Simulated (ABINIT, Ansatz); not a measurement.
An input for ABINIT 10.8.3 (InF3 (R-3c)):

```
acell 3*1.0 Angstrom
rprim 
  2.602141182914 1.502346912402 4.907506134507
  -2.602141182914 1.502346912402 4.907506134507
  0.000000000000 -3.004693824873 4.907506134486
ntypat 2
znucl 49 9
natom 8
typat 1 1 2 2 2 2 2 2
xred 
  0.500000000000 0.500000000000 0.500000000000
  -0.000000000000 0.000000000000 0.000000000000
  0.395709220000 0.750000000000 0.104290780000
  0.750000000000 0.104290780000 0.395709220000
  0.895709220000 0.604290780000 0.250000000000
  0.250000000000 0.895709220000 0.604290780000
  0.604290780000 0.250000000000 0.895709220000
  0.104290780000 0.395709220000 0.750000000000
pp_dirpath "pseudos"
pseudos "In.upf, F.upf"
ecut 36
ngkpt 4 4 4
nshiftk 1
shiftk 0 0 0
kptopt 1
chksymbreak 0
istwfk *1
occopt 1
irdwfk 1
optdriver 4
nband 124
gwcalctyp 0
ecutsigx 36
symsigma 1
nkptgw 2
kptgw 
  0.5000000000 0.5000000000 0.0000000000
  0.0000000000 0.0000000000 0.0000000000
bdgw 
  41 44
  41 44
ecuteps 4.2
irdscr 1
ppmodel 1
zcut 0.5 eV
indata_prefix "in"
outdata_prefix "out"
tmpdata_prefix "tmp"
```

```sh
OMP_NUM_THREADS=1 mpirun -n 8 abinit run.abi > log
```

Question: Estimate wall time and host memory on 8 MPI ranks of Arm Neoverse V1, shared host.

It took 20 s; on shared hardware allow 9.8 s to 39 s. Peak host memory was 4.2 GiB.

[Paths, hosts, dates, memory and timing lines, banners, echoed tables and standing remarks are left out of the program output.]

[Logs are printed without paths, hosts, clocks, repeated set-up lines and the standing remarks that a program may print on its own settings, such as how far it seeks lower states.]

[Runs of the session that timed out or met a known fault of the program may be left out.]

[Hosts, paths, dates, database ids (printed as entryN), source tags and the programs' standing remarks are cut or masked in the printed files.]

[G0W0 gaps are taken among the corrected bands and points alone; a level outside them can change the order at an edge.]

[Where Ansatz stands beside ABINIT at settings called matched, ABINIT's density can come from a denser mesh and the files from another edition; pairs whose starting gaps differed by over 0.03 eV were left out, so agreement reads better than it is.]
